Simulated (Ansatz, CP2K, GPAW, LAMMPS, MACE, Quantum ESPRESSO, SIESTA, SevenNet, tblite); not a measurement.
# How far do other methods lie from plane waves? Liquid Zn23Cd15S38 at 1800 K (76 atoms)

One geometry of liquid Zn23Cd15S38 at 1800 K (76 atoms) is solved by several programs and methods. How far do their forces lie from a plane-wave PBE run?

Results are calculated, not measured.

## Step 1: The structure

The cell holds 76 atoms (23 Zn, 15 Cd and 38 S), with edges of 11.90, 11.90 and 11.90 Å. Recipe: 76 atoms (23 Zn, 15 Cd, 38 S) placed at random at 4.35 g/cm³, melted at 2500 K for 10 ps at fixed volume with the Stillinger-Weber II-VI potential (Zhou et al., Phys. Rev. B 88, 085309 (2013)). Snapshot at the end of a hold of 5 ps at 1800 K and fixed volume. The density is 4.35 g/cm³.

## Step 2: The reference input

Quantum ESPRESSO 7.5: Kohn-Sham DFT, PBE, SSSP efficiency 1.3.0 pseudopotentials, plane waves. Its input, pw.in:

```
&control
  calculation = 'scf'
  pseudo_dir = './pseudo'
  outdir = './tmp'
  disk_io = 'none'
  tprnfor = .true.
  tstress = .true.
/
&system
  ibrav = 0
  nat = 76
  ntyp = 3
  ecutwfc = 45
  ecutrho = 360
  nosym = .true.
  occupations = 'smearing'
  smearing = 'fd'
  degauss = 0.003675
/
&electrons
  conv_thr = 3.8e-07
  electron_maxstep = 100
  mixing_beta = 0.4
  mixing_mode = 'plain'
  diagonalization = 'david'
/
ATOMIC_SPECIES
Zn 65.380 Zn.upf
Cd 112.414 Cd.upf
S 32.060 S.upf
CELL_PARAMETERS angstrom
11.89530 0.00000 0.00000
0.00000 11.89530 0.00000
0.00000 0.00000 11.89530
ATOMIC_POSITIONS crystal
Zn 0.87728 0.86571 0.89147
Zn 0.05469 0.91677 0.61897
Zn 0.55965 0.96035 0.83510
Zn 0.73256 0.84664 0.12254
[... 70 atom lines left out ...]
S 0.56425 0.90926 0.64573
S 0.08700 0.95164 0.27180
K_POINTS gamma
```

```console
$ OMP_NUM_THREADS=1 mpirun -np 4 pw.x -in pw.in > output.txt
```

Run time: 6.1 min. Hardware: 4 MPI ranks of Arm Neoverse V2, shared host; peak memory 4.3 GiB; 24 min of CPU time.

It converged with an r.m.s. force component of 0.86 eV/Å and a pressure of -1.6 GPa.

## Step 3: What was run beside it

- CP2K 2026.2: Gaussian basis with GTH pseudopotentials and a plane-wave density; labels give functional, basis (MOLOPT sets; SR short-range, UZH the newer set with its own potentials), grid cutoff/relative cutoff and solver (OT: orbital transformation; TRS4, TC2, SIGN: linear-scaling purification with its sparsity filter), or its built-in tight binding.
- GPAW 26.7.0: PAW with atomic orbitals (LCAO), plane waves or a real-space grid of spacing h.
- MACE: machine-learned potential, published weights.
- Quantum ESPRESSO 7.5: plane waves; labels (QE) give functional, pseudopotential set and cutoffs of waves/density.
- SIESTA 5.4.2: numerical atomic orbitals, whose automatically made sets are far from complete, with PseudoDojo norm-conserving potentials that we converted to its format (checked against plane waves on the same files for H, C, O, Si, Ge and Ca alone); labels give functional, basis size, energy shift and mesh cutoff.
- SevenNet: machine-learned potential, published weights.
- tblite 0.8.0: extended tight binding, driven from Python.

All use the same cell and atoms, and the electronic-structure runs the same k-mesh.

## Step 4: Side by side

Differences are against the reference: forces as r.m.s. over components, share as that over the reference's r.m.s. force, slope as the fitted ratio of a run's forces to the reference's.

```tsv
run	Δ force, r.m.s. (meV/Å)	share (%)	slope	Δ pressure (GPa)	cores	CPU time	memory (GiB)
reference	-	-	-	-	4	24 min	4.3
CP2K PBE, DZVP-MOLOPT-SR, 800/50 Ry, diagonalisation	51.3	5.98	1.029	0.986	2	6.6 min	8.1
GPAW PBE, LCAO dzp, h 0.2 Å	48.5	5.66	1.026	-	1	4.8 min	1.9
GPAW PBE, LCAO dzp, h 0.2 Å, other mixer settings	48.2	5.62	1.027	-	1	6 min	1.8
GPAW PBE, LCAO sz(dzp), h 0.2 Å (coarse)	280	32.7	1.117	-	1	2 min	1.6
GPAW RPBE, LCAO dzp, h 0.2 Å	115	13.4	1.031	-	1	4.8 min	1.9
MACE MP-0b2 small potential	194	22.7	0.899	0.277	1	5.4 s	0.67
MACE MP-0b3 medium potential	161	18.8	0.912	0.483	1	6.7 s	0.85
QE PBE+D3(BJ), sssp-1.3.0-efficiency, 45/360 Ry	7.54	0.88	1.000	-2.31	4	27 min	4.4
QE PBE, sssp-1.3.0-efficiency, 25/200 Ry (coarse)	38.7	4.52	1.006	-106	4	13 min	2.0
SIESTA LDA, DZP, shift 0.01 Ry, mesh 500 Ry	125	14.6	0.967	-8.19	2	3.9 min	1.8
SIESTA PBE, DZP, shift 0.01 Ry, mesh 200 Ry	108	12.6	1.030	-2.76	2	2 min	0.87
SIESTA PBE, DZP, shift 0.01 Ry, mesh 500 Ry	109	12.7	1.030	-2.79	2	4.8 min	1.8
SIESTA PBE, TZP, shift 0.01 Ry, mesh 500 Ry	105	12.2	1.031	-2.98	4	6.8 min	2.4
SevenNet l3i5 potential	130	15.1	0.944	0.141	1	8.1 s	1.1
tblite GFN1-xTB	326	38.1	0.727	3.94	1	3.8 s	0.13
```

Rows marked coarse were listed beforehand as settings not expected to be converged; some can still land near the reference.

Times of the machine-learned potentials are mostly Python's start and the loading of weights.

CPU time is summed over cores on shared hosts, so it is rough.

## Step 5: What came out

Forces lie from 0.88 % (QE PBE+D3(BJ), sssp-1.3.0-efficiency, 45/360 Ry) to 38 % (tblite GFN1-xTB) of the reference's r.m.s. force of 0.86 eV/Å away from it. The PBE runs in local orbitals, coarse settings apart, differ by 5.6 % (GPAW PBE, LCAO dzp, h 0.2 Å, other mixer settings) to 13 % (SIESTA PBE, DZP, shift 0.01 Ry, mesh 500 Ry); basis, grid and potentials can all enter. Tight binding differs by 38 % (tblite GFN1-xTB); it is another model, with fitted parameters of its own, and the xTB methods hold dispersion. Machine-learned potentials differ by 15 % (SevenNet l3i5 potential) to 23 % (MACE MP-0b2 small potential); they were trained on other programs' data.

In the reference's own program, potentials and cutoffs, a change of model alone moves forces by 0.88 % (QE PBE+D3(BJ), sssp-1.3.0-efficiency, 45/360 Ry). Other rows with another functional or a dispersion term differ by 13 % (GPAW RPBE, LCAO dzp, h 0.2 Å) to 15 % (SIESTA LDA, DZP, shift 0.01 Ry, mesh 500 Ry), which mixes the change of model with differences of basis and potentials. Runs with settings chosen to be coarse differ by 4.5 % (QE PBE, sssp-1.3.0-efficiency, 25/200 Ry) to 33 % (GPAW PBE, LCAO sz(dzp), h 0.2 Å), their programs' other errors included. GPAW PBE, LCAO sz(dzp), h 0.2 Å stiffens the forces by a factor of 1.12 while following their directions (correlation 0.965); the slopes of the 4 GPAW runs lie between 1.03 and 1.12. From SIESTA PBE, DZP, shift 0.01 Ry, mesh 200 Ry to the finer SIESTA PBE, DZP, shift 0.01 Ry, mesh 500 Ry the share goes from 12.6 to 12.7 %, so the grid isn't what parts these runs from the reference. Pressures at PBE, coarse settings apart, lie -2.98 to +0.99 GPa from the reference's. A pressure off by over 25 GPa (QE PBE, sssp-1.3.0-efficiency, 25/200 Ry) is no usable stress for this cell.

Caveats: Periodic xTB results under one method name differ between programs and library versions. The potentials hold different valence shells: 868 electrons in the reference, 684 in CP2K with DZVP-MOLOPT-SR, 684 in GPAW and 988 in SIESTA; this bears on time and differences. The reference's pressure holds the uncorrected Pulay stress of its 45 Ry basis, so small pressure differences may be the reference's own error. The frame stands for 1800 K, but pressures are static and levels are smeared at 580 K, under the temperature of the frame, which matters where levels are partly filled. Machine-learned potentials mimic data converged in k, so the reference's own k-point error enters their differences. The network of bonds at the start is that of the classical potential that made the cell, and needn't be the one that DFT or experiment would give. The electronic-structure runs sample only Γ, in a cell whose shortest periodic width is 12 Å, which is coarse for a cell with partly filled levels. Spin–orbit coupling is left out. Where levels are smeared, the DFT runs use Fermi–Dirac occupations at 580 K (0.05 eV), and energies are free energies. The reference's cutoffs and mesh weren't converged further here.

[Logs are printed without paths, hosts, clocks, repeated set-up lines and the standing remarks that a program may print on its own settings, such as how far it seeks lower states.]

[Hosts, paths, dates, database ids (printed as entryN), source tags and the programs' standing remarks are cut or masked in the printed files.]

[Cells were taken only where this reference lay near another plane-wave run.]
